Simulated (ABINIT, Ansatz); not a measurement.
# A GW chain in ABINIT: MoF6 (Im-3m), part 2 of 3

How does a plane-wave GW calculation on MoF6 (Im-3m) run from the first input to the gap?

ABINIT 10.8.3; LDA and many-body steps on it, plane waves. Known limits of the many-body steps: not at the basis limit; no spin-orbit coupling; coarse k mesh.

So far. Step 2 (Ground state): The gap is indirect, with the least direct gap 0.10 eV higher.

## Step 3: Bands along the symmetry lines

Level of this step: DFT, LDA, plane waves, norm-conserving pseudopotentials (ABINIT).

The cheap functional maps the bands first; the places of the edges decide which points the dearer methods must see.

run.abi

```
acell 3*1.0 Angstrom
rprim 
  -3.167343216100 3.167343216100 3.167343216100
  3.167343216100 -3.167343216100 3.167343216100
  3.167343216100 3.167343216100 -3.167343216100
ntypat 2
znucl 42 9
natom 7
typat 1 2 2 2 2 2 2
xred 
  0.000000000000 0.000000000000 0.000000000000
  0.710671220000 0.710671220000 0.000000000000
  0.289328780000 0.289328780000 0.000000000000
  0.000000000000 0.289328780000 0.289328780000
  0.000000000000 0.710671220000 0.710671220000
  0.710671220000 0.000000000000 0.710671220000
  0.289328780000 0.000000000000 0.289328780000
pp_dirpath "pseudos"
pseudos "Mo.upf, F.upf"
ecut 36
iscf -2
irdden 1
kptopt 0
nkpt 26
kpt 
  0.00000000 0.00000000 0.00000000
  0.12500000 -0.12500000 0.12500000
  0.25000000 -0.25000000 0.25000000
  0.37500000 -0.37500000 0.37500000
  0.50000000 -0.50000000 0.50000000
  0.37500000 -0.37500000 0.50000000
  0.25000000 -0.25000000 0.50000000
  0.12500000 -0.12500000 0.50000000
  0.00000000 0.00000000 0.50000000
  0.00000000 0.00000000 0.37500000
  0.00000000 0.00000000 0.25000000
  0.00000000 0.00000000 0.12500000
  0.00000000 0.00000000 0.00000000
  0.06250000 0.06250000 0.06250000
  0.12500000 0.12500000 0.12500000
  0.18750000 0.18750000 0.18750000
  0.25000000 0.25000000 0.25000000
  0.31250000 0.06250000 0.31250000
  0.37500000 -0.12500000 0.37500000
  0.43750000 -0.31250000 0.43750000
  0.50000000 -0.50000000 0.50000000
  0.25000000 0.25000000 0.25000000
  0.18750000 0.18750000 0.31250000
  0.12500000 0.12500000 0.37500000
  0.06250000 0.06250000 0.43750000
  -0.00000000 0.00000000 0.50000000
istwfk *1
nband 35
nbdbuf 2
tolwfr 1e-08
nstep 40
prtwf 0
prtvol 0
indata_prefix "in"
outdata_prefix "out"
tmpdata_prefix "tmp"
```

Launch:

```bash
$ OMP_NUM_THREADS=1 mpirun -n 4 abinit run.abi > log
```

Numbers of over 12 decimals in the logs are rounded to 6 here.

Output:

```text
.Version 10.8.3 of ABINIT. v10.8.2 released Aug 2026.

 Symmetries : space group Im -3 m (#229); Bravais cI (body-center cubic)
[... echo of the input left out ...]
== DATASET  1 ==================================================================
-   mpi_nproc: 4, omp_nthreads: 1 (-1 if OMP is not activated)

--- !DatasetInfo
iteration_state: {dtset: 1, }
dimensions: {natom: 7, nkpt: 26, mband: 35, nsppol: 1, nspinor: 1, nspden: 1, mpw: 8992, }
cutoff_energies: {ecut:  36.0, pawecutdg:  -1.0, }
electrons: {nelect:   5.60000000E+01, charge:   0.00000000E+00, occopt:   1.00000000E+00, tsmear:   1.00000000E-02, }

 Real(R)+Recip(G) space primitive vectors, cartesian coordinates (Bohr,Bohr^-1):
 R(1)= -5.9854112  5.9854112  5.9854112  G(1)=  0.0000000  0.0835364  0.0835364
 R(2)=  5.9854112 -5.9854112  5.9854112  G(2)=  0.0835364  0.0000000  0.0835364
 R(3)=  5.9854112  5.9854112 -5.9854112  G(3)=  0.0835364  0.0835364  0.0000000
 Unit cell volume ucvol=  8.5771296E+02 bohr^3
 Angles (23,13,12)=  1.09471221E+02  1.09471221E+02  1.09471221E+02 degrees

 getcut: wavevector=  0.0000  0.0000  0.0000  ngfft=  60  60  60
         ecut(hartree)=     36.000   => boxcut(ratio)=   2.14279

--- Pseudopotential description ------------------------------------------------
- Mo Generated using ONCVPSP code by D. R. Hamann
- 42.00000  14.00000  180309                  znucl, zion, pspdat
12 -1012 2 -1 1602                            pspcod,pspxc,lmax,lloc,mmax
     nproj     2     2     2
  pspatm : epsatm=   15.87300509
         --- l  ekb(1:nproj) -->
             0   13.816260    1.357626
             1    7.992037    1.133615
             2    2.734251    0.943661
 pspatm: atomic psp has been read  and splines computed

- F Generated using ONCVPSP code by D. R. Hamann
-  9.00000   7.00000  201202                  znucl, zion, pspdat
12 -1012 2 -1 824                             pspcod,pspxc,lmax,lloc,mmax
     nproj     2     2     1
  pspatm : epsatm=    4.94580260
         --- l  ekb(1:nproj) -->
[...]
2   -2.364936
 pspatm: atomic psp has been read  and splines computed

--------------------------------------------------------------------------------

================================================================================
 prteigrs : about to open file out_EIG
 Non-SCF case, kpt    1 (  0.00000  0.00000  0.00000), residuals and eigenvalues=
  7.97E-09  1.84E-09  3.16E-09  9.46E-09  5.86E-09  2.39E-09  4.47E-09  2.74E-09
  4.33E-09  4.13E-09  3.47E-09  6.13E-09  1.66E-09  6.61E-09  9.56E-09  6.15E-09
  1.77E-09  4.31E-09  7.45E-09  3.60E-09  7.90E-09  8.84E-09  1.63E-09  2.67E-09
[...]
-2.3898E+00 -1.4448E+00 -1.4448E+00 -1.4448E+00 -8.9375E-01 -8.9088E-01
 -8.9088E-01 -8.5413E-01 -8.5413E-01 -8.5413E-01 -3.1223E-01 -3.1223E-01
 -2.7915E-01 -2.7915E-01 -2.7915E-01 -2.6408E-01 -2.0365E-01 -2.0365E-01
[...]
-2.0460E-01 -2.0147E-01 -1.9015E-01 -1.8799E-01 -1.8495E-01 -1.8485E-01
 -1.7632E-01 -1.6718E-01 -1.6487E-01 -1.6419E-01 -3.4507E-03 -3.4354E-03
  1.1666E-03  1.6768E-01  1.8373E-01  2.4701E-01  2.5056E-01

--- !ResultsGS
iteration_state: {dtset: 1, }
comment   : Summary of ground state results
lattice_vectors:
- [ -5.9854112,   5.9854112,   5.9854112, ]
- [  5.9854112,  -5.9854112,   5.9854112, ]
- [  5.9854112,   5.9854112,  -5.9854112, ]
lattice_lengths: [  10.36704,   10.36704,   10.36704, ]
lattice_angles: [109.471, 109.471, 109.471, ] # degrees, (23, 13, 12)
lattice_volume:   8.5771296E+02
convergence: {deltae:  0.000E+00, res2:  0.000E+00, residm:  9.976E-09, diffor:  0.000E+00, }
etotal    :  -2.17938630E+02
entropy   :   0.00000000E+00
fermie    :  -1.61239442E-01
cartesian_stress_tensor: null
pressure_GPa: null
xred      :
- [  0.0000E+00,   0.0000E+00,   0.0000E+00, Mo]
- [  7.1067E-01,   7.1067E-01,   1.6364E-17,  F]
- [  2.8933E-01,   2.8933E-01,   6.6623E-18,  F]
- [  6.6623E-18,   2.8933E-01,   2.8933E-01,  F]
- [  1.6364E-17,   7.1067E-01,   7.1067E-01,  F]
- [  7.1067E-01,   1.6364E-17,   7.1067E-01,  F]
- [  2.8933E-01,   6.6623E-18,   2.8933E-01,  F]
cartesian_forces: null
force_length_stats: {min: null, max: null, mean: null, }

 Integrated electronic density in atomic spheres:
 ------------------------------------------------
 Atom  Sphere_radius  Integrated_density
[...]
================================================================================

 ----iterations are completed or convergence reached----

 Mean square residual over all n,k,spin=   49.644E-10; max=  99.757E-10
 reduced coordinates (array xred) for    7 atoms
[...]
cartesian coordinates (angstrom) at end:
    1      0.000000     0.000000     0.000000
    2     -0.000000     0.000000     4.501879
    3      0.000000    -0.000000     1.832807
    4      1.832807    -0.000000     0.000000
    5      4.501879     0.000000    -0.000000
    6     -0.000000     4.501879     0.000000
    7     -0.000000     1.832807     0.000000
 length scales=  1.889726125908  1.889726125908  1.889726125908 bohr
              =  1.000000000000  1.000000000000  1.000000000000 angstroms
 prteigrs : about to open file out_EIG
 Eigenvalues (hartree) for nkpt=  26  k points:
 kpt#   1, nband= 35, wtk=  1.00000, kpt=  0.0000  0.0000  0.0000 (reduced coord)
[...]
kpt#   2, nband= 35, wtk=  1.00000, kpt=  0.1250 -0.1250  0.1250 (reduced coord)
[...]
kpt#   3, nband= 35, wtk=  1.00000, kpt=  0.2500 -0.2500  0.2500 (reduced coord)
[...]
kpt#  25, nband= 35, wtk=  1.00000, kpt=  0.0625  0.0625  0.4375 (reduced coord)
[...]
0.18373    0.24859    0.25256
 kpt#  26, nband= 35, wtk=  1.00000, kpt=  0.0000  0.0000  0.5000 (reduced coord)
[...]
-0.21826   -0.21815   -0.20460   -0.20147   -0.19015   -0.18799   -0.18495   -0.18485
  -0.17632   -0.16718   -0.16487   -0.16419   -0.00345   -0.00344    0.00117    0.16768
   0.18373    0.24701    0.25056

== END DATASET(S) ==============================================================
================================================================================

 -outvars: echo values of variables after computation  --------
            nband          35
             nkpt          26
          spgroup         229
 [... the other variables as echoed above ...]

 Calculation completed.
```

The job ended after 94 s (4 MPI ranks of Arm Neoverse N1, shared host; peak memory 0.45 GiB).

This step gave:

* gap: 4.272 eV
* k of the valence top: 0, 0, 0
* k of the conduction bottom: 0.3125, 0.0625, 0.3125
* least direct gap: 4.374 eV

The gap is 4.272 eV, −0.005 eV from the run before at this level.

The electronic bands at the labelled points (eV, zero at the top of the highest filled band):

```tsv
point	band 25	band 26	band 27	band 28	band 29	band 30	band 31	band 32
Γ	-0.39	0.00	0.00	0.00	4.41	4.41	4.41	8.86
halfway	-0.42	-0.08	-0.08	-0.02	4.36	4.36	4.41	8.79
H	-0.47	-0.04	-0.04	-0.04	4.41	4.41	4.41	8.67
halfway	-0.45	-0.09	-0.06	-0.06	4.35	4.35	4.41	8.82
N	-0.41	-0.16	-0.10	-0.08	4.29	4.29	4.42	8.95
halfway	-0.40	-0.07	-0.04	-0.04	4.35	4.35	4.41	8.92
Γ	-0.39	0.00	0.00	0.00	4.41	4.41	4.41	8.86
halfway	-0.62	-0.08	-0.08	-0.07	4.33	4.33	4.40	9.12
P	-0.65	-0.15	-0.15	-0.15	4.30	4.30	4.30	9.39
halfway	-0.62	-0.09	-0.09	-0.09	4.31	4.38	4.38	9.03
H	-0.47	-0.04	-0.04	-0.04	4.41	4.41	4.41	8.67
jump to P	-0.65	-0.15	-0.15	-0.15	4.30	4.30	4.30	9.39
halfway	-0.64	-0.16	-0.12	-0.12	4.28	4.30	4.37	9.17
N	-0.41	-0.16	-0.10	-0.08	4.29	4.29	4.42	8.95
```

## Step 4: Empty states on the mesh, 2×2×2 mesh, 256 bands

The sums over transitions need many empty states on a uniform mesh; this step solves for them.

run.abi

```
acell 3*1.0 Angstrom
rprim 
  -3.167343216100 3.167343216100 3.167343216100
  3.167343216100 -3.167343216100 3.167343216100
  3.167343216100 3.167343216100 -3.167343216100
ntypat 2
znucl 42 9
natom 7
typat 1 2 2 2 2 2 2
xred 
  0.000000000000 0.000000000000 0.000000000000
  0.710671220000 0.710671220000 0.000000000000
  0.289328780000 0.289328780000 0.000000000000
  0.000000000000 0.289328780000 0.289328780000
  0.000000000000 0.710671220000 0.710671220000
  0.710671220000 0.000000000000 0.710671220000
  0.289328780000 0.000000000000 0.289328780000
pp_dirpath "pseudos"
pseudos "Mo.upf, F.upf"
ecut 36
ngkpt 2 2 2
nshiftk 1
shiftk 0 0 0
kptopt 1
chksymbreak 0
iscf -2
irdden 1
istwfk *1
nband 256
nbdbuf 22
tolwfr 1e-09
nstep 60
prtvol 0
indata_prefix "in"
outdata_prefix "out"
tmpdata_prefix "tmp"
```

Output:

```text
.Version 10.8.3 of ABINIT. v10.8.2 released Aug 2026.

 Symmetries : space group Im -3 m (#229); Bravais cI (body-center cubic)
[... echo of the input left out ...]
== DATASET  1 ==================================================================
-   mpi_nproc: 4, omp_nthreads: 1 (-1 if OMP is not activated)
-    --> not optimal distribution: autoparal keyword recommended in input file <--

--- !DatasetInfo
iteration_state: {dtset: 1, }
dimensions: {natom: 7, nkpt: 3, mband: 256, nsppol: 1, nspinor: 1, nspden: 1, mpw: 8992, }
cutoff_energies: {ecut:  36.0, pawecutdg:  -1.0, }
electrons: {nelect:   5.60000000E+01, charge:   0.00000000E+00, occopt:   1.00000000E+00, tsmear:   1.00000000E-02, }

 Real(R)+Recip(G) space primitive vectors, cartesian coordinates (Bohr,Bohr^-1):
 R(1)= -5.9854112  5.9854112  5.9854112  G(1)=  0.0000000  0.0835364  0.0835364
 R(2)=  5.9854112 -5.9854112  5.9854112  G(2)=  0.0835364  0.0000000  0.0835364
 R(3)=  5.9854112  5.9854112 -5.9854112  G(3)=  0.0835364  0.0835364  0.0000000
 Unit cell volume ucvol=  8.5771296E+02 bohr^3
 Angles (23,13,12)=  1.09471221E+02  1.09471221E+02  1.09471221E+02 degrees

 getcut: wavevector=  0.0000  0.0000  0.0000  ngfft=  60  60  60
         ecut(hartree)=     36.000   => boxcut(ratio)=   2.14279

--- Pseudopotential description ------------------------------------------------
- Mo Generated using ONCVPSP code by D. R. Hamann
- 42.00000  14.00000  180309                  znucl, zion, pspdat
12 -1012 2 -1 1602                            pspcod,pspxc,lmax,lloc,mmax
     nproj     2     2     2
  pspatm : epsatm=   15.87300509
         --- l  ekb(1:nproj) -->
             0   13.816260    1.357626
             1    7.992037    1.133615
             2    2.734251    0.943661
 pspatm: atomic psp has been read  and splines computed

- F Generated using ONCVPSP code by D. R. Hamann
-  9.00000   7.00000  201202                  znucl, zion, pspdat
12 -1012 2 -1 824                             pspcod,pspxc,lmax,lloc,mmax
     nproj     2     2     1
  pspatm : epsatm=    4.94580260
         --- l  ekb(1:nproj) -->
[...]
2   -2.364936
 pspatm: atomic psp has been read  and splines computed

--------------------------------------------------------------------------------

================================================================================
 prteigrs : about to open file out_EIG
 Non-SCF case, kpt    1 (  0.00000  0.00000  0.00000), residuals and eigenvalues=
  4.13E-10  2.79E-10  2.98E-10  3.07E-10  6.94E-10  3.86E-10  7.23E-10  7.09E-11
  3.18E-10  5.23E-10  8.91E-11  4.44E-10  1.42E-10  3.62E-10  5.13E-10  8.71E-10
  7.84E-11  6.49E-10  9.27E-10  8.27E-11  4.42E-10  6.92E-10  1.55E-10  3.87E-10
[...]
-2.3898E+00 -1.4448E+00 -1.4448E+00 -1.4448E+00 -8.9375E-01 -8.9088E-01
 -8.9088E-01 -8.5413E-01 -8.5413E-01 -8.5413E-01 -3.1223E-01 -3.1223E-01
 -2.7915E-01 -2.7915E-01 -2.7915E-01 -2.6408E-01 -2.0365E-01 -2.0365E-01
[...]
2.8766E+00  2.8766E+00  2.9591E+00  2.9687E+00  2.9687E+00  2.9687E+00
  2.9838E+00  2.9838E+00  2.9838E+00  3.0245E+00  3.0402E+00  3.0402E+00
  3.0412E+00  3.0697E+00  3.0716E+00  3.0758E+00
 prteigrs : prtvol=0 or 1, do not print more k-points.

--- !ResultsGS
iteration_state: {dtset: 1, }
comment   : Summary of ground state results
lattice_vectors:
- [ -5.9854112,   5.9854112,   5.9854112, ]
- [  5.9854112,  -5.9854112,   5.9854112, ]
- [  5.9854112,   5.9854112,  -5.9854112, ]
lattice_lengths: [  10.36704,   10.36704,   10.36704, ]
lattice_angles: [109.471, 109.471, 109.471, ] # degrees, (23, 13, 12)
lattice_volume:   8.5771296E+02
convergence: {deltae:  0.000E+00, res2:  0.000E+00, residm:  9.983E-10, diffor:  0.000E+00, }
etotal    :  -2.17938630E+02
entropy   :   0.00000000E+00
fermie    :  -1.61239442E-01
cartesian_stress_tensor: null
pressure_GPa: null
xred      :
- [  0.0000E+00,   0.0000E+00,   0.0000E+00, Mo]
- [  7.1067E-01,   7.1067E-01,   1.6364E-17,  F]
- [  2.8933E-01,   2.8933E-01,   6.6623E-18,  F]
- [  6.6623E-18,   2.8933E-01,   2.8933E-01,  F]
- [  1.6364E-17,   7.1067E-01,   7.1067E-01,  F]
- [  7.1067E-01,   1.6364E-17,   7.1067E-01,  F]
- [  2.8933E-01,   6.6623E-18,   2.8933E-01,  F]
cartesian_forces: null
force_length_stats: {min: null, max: null, mean: null, }

 Integrated electronic density in atomic spheres:
 ------------------------------------------------
 Atom  Sphere_radius  Integrated_density
[...]
================================================================================

 ----iterations are completed or convergence reached----

 Mean square residual over all n,k,spin=   35.660E-11; max=  99.828E-11
 reduced coordinates (array xred) for    7 atoms
[...]
0.710671220000      0.000000000000      0.710671220000
       0.289328780000      0.000000000000      0.289328780000

 cartesian coordinates (angstrom) at end:
    1      0.000000     0.000000     0.000000
    2     -0.000000     0.000000     4.501879
[...]
6     -0.000000     4.501879     0.000000
    7     -0.000000     1.832807     0.000000
 length scales=  1.889726125908  1.889726125908  1.889726125908 bohr
              =  1.000000000000  1.000000000000  1.000000000000 angstroms
 prteigrs : about to open file out_EIG
 Eigenvalues (hartree) for nkpt=   3  k points:
 kpt#   1, nband=256, wtk=  0.12500, kpt=  0.0000  0.0000  0.0000 (reduced coord)
[...]
2.87663    2.87663    2.95912    2.96866    2.96866    2.96866    2.98382    2.98383
   2.98383    3.02446    3.04020    3.04023    3.04118    3.06965    3.07155    3.07579
 prteigrs : prtvol=0 or 1, do not print more k-points.

== END DATASET(S) ==============================================================
================================================================================

 -outvars: echo values of variables after computation  --------
            nband         256
             nkpt           3
          spgroup         229
 [... the other variables as echoed above ...]

 Calculation completed.
```

The job ended after 3.1 min (4 MPI ranks; peak memory 0.45 GiB; 12 min of CPU time).

Numbers from this step:

```yaml
gap: 4.294 eV
k_of_the_valence_top: 0, 0, 0
k_of_the_conduction_bottom: 0.5, 0, 0
least_direct_gap: 4.374 eV
k_points_computed: 3
lowest_point_of_the_top_converged_band_above_the_valence_top: 79.5144 eV
```

On this mesh the gap is 4.294 eV.

## Step 5: Screening, 2×2×2 mesh, 234 bands, screening to 176.9 eV

The RPA dielectric matrix is built and inverted for each q.

This step: RPA screening on LDA, plane waves, norm-conserving pseudopotentials.

run.abi, as its differences from that of step 4:

```diff
@@ -25,10 +25,11 @@
 chksymbreak 0
-iscf -2
-irdden 1
 istwfk *1
-nband 256
-nbdbuf 22
-tolwfr 1e-09
-nstep 60
-prtvol 0
+occopt 1
+irdwfk 1
+optdriver 3
+nband 234
+ecuteps 6.5
+inclvkb 2
+awtr 1
+symchi 1
 indata_prefix "in"
```

Output:

```text
.Version 10.8.3 of ABINIT. v10.8.2 released Aug 2026.

 Symmetries : space group Im -3 m (#229); Bravais cI (body-center cubic)
[... echo of the input left out ...]
== DATASET  1 ==================================================================
-   mpi_nproc: 4, omp_nthreads: 1 (-1 if OMP is not activated)

--- !DatasetInfo
iteration_state: {dtset: 1, }
dimensions: {natom: 7, nkpt: 3, mband: 234, nsppol: 1, nspinor: 1, nspden: 1, mpw: 8992, }
cutoff_energies: {ecut:  36.0, pawecutdg:  -1.0, }
electrons: {nelect:   5.60000000E+01, charge:   0.00000000E+00, occopt:   1.00000000E+00, tsmear:   1.00000000E-02, }

 SCREENING: Calculation of the susceptibility and dielectric matrices

 Based on a program developped by R.W. Godby, V. Olevano, G. Onida, and L. Reining.
 Incorporated in ABINIT by V. Olevano, G.-M. Rignanese, and M. Torrent.
.Using double precision arithmetic ; gwpc =  8

[... cell and pseudopotentials left out ...]
--------------------------------------------------------------------------------

 ==== K-mesh for the wavefunctions ====
 Number of points in the irreducible wedge :     3
[... list of points left out ...]
 Together with 48 symmetry operations and time-reversal symmetry
 yields     8 points in the full Brillouin Zone.

 ==== Q-mesh for the screening function ====
 Number of points in the irreducible wedge :     3
[... list of points left out ...]
 Together with 48 symmetry operations and time-reversal symmetry
 yields     8 points in the full Brillouin Zone.

 setmesh: FFT mesh size selected  =    36x   36x   36
          total number of points  =        46656

 vcoul_init : cutoff-mode = AUXILIARY_FUNCTION
 q-points for optical limit:   1
     1)      0.000010    0.000020    0.000030

- screening: taking advantage of time-reversal symmetry
- Maximum band index for partially occupied states nbvw = 28
- Remaining bands to be divided among processors   nbcw = 206
- Number of bands treated by each node ~51

 Number of electrons calculated from density =   56.0000; Expected =   56.0000
 average of density, n =  0.065290
 r_s =    1.5406
 omega_plasma =   24.6478 [eV]

 calculating chi0 at frequencies [eV] :
  1    0.000000E+00    0.000000E+00
  2    0.000000E+00    2.464783E+01

--------------------------------------------------------------------------------
  q-point number  1        q = ( 0.000000, 0.000000, 0.000000) [r.l.u.]
--------------------------------------------------------------------------------
[... chi0 elements left out ...]
 For q-point:  0.000010 0.000020 0.000030
  dielectric constant =   1.9936
  dielectric constant without local fields =   2.9086

  Average fulfillment of the sum rule on Im[epsilon] for q-point    1 :     61.62  [%]
[... wings left out ...]
  q-point number  2        q = ( 0.500000, 0.000000, 0.000000) [r.l.u.]
--------------------------------------------------------------------------------
[... chi0 elements left out ...]
  Average fulfillment of the sum rule on Im[epsilon] for q-point    2 :     66.00  [%]

 [... 1 further q-points ...]
```

Elapsed: 1.8 min, on 4 MPI ranks; peak memory 1.5 GiB; 7.3 min of CPU time.

This step gave:

| Property | Result |
| --- | --- |
| ε∞ with local fields, on this mesh, along the program's q direction | 1.994 |
| the same without local fields | 2.909 |
| plasma frequency | 24.65 eV |
| plane waves in the screening matrix | 675 |

Local fields lower ε∞ by 31 %. On a Γ-centred mesh this coarse the value itself is usually too large, while a short band sum pulls it down.

(Continued in part 3 of 3.)

[Paths, hosts, dates, memory and timing lines, banners, echoed tables and standing remarks are left out of the program output.]

[Logs are printed without paths, hosts, clocks, repeated set-up lines and the standing remarks that a program may print on its own settings, such as how far it seeks lower states.]

[Runs of the session that timed out or met a known fault of the program may be left out.]

[Hosts, paths, dates, database ids (printed as entryN), source tags and the programs' standing remarks are cut or masked in the printed files.]

[G0W0 gaps are taken among the corrected bands and points alone; a level outside them can change the order at an edge.]

[Where Ansatz stands beside ABINIT at settings called matched, ABINIT's density can come from a denser mesh and the files from another edition; pairs whose starting gaps differed by over 0.03 eV were left out, so agreement reads better than it is.]
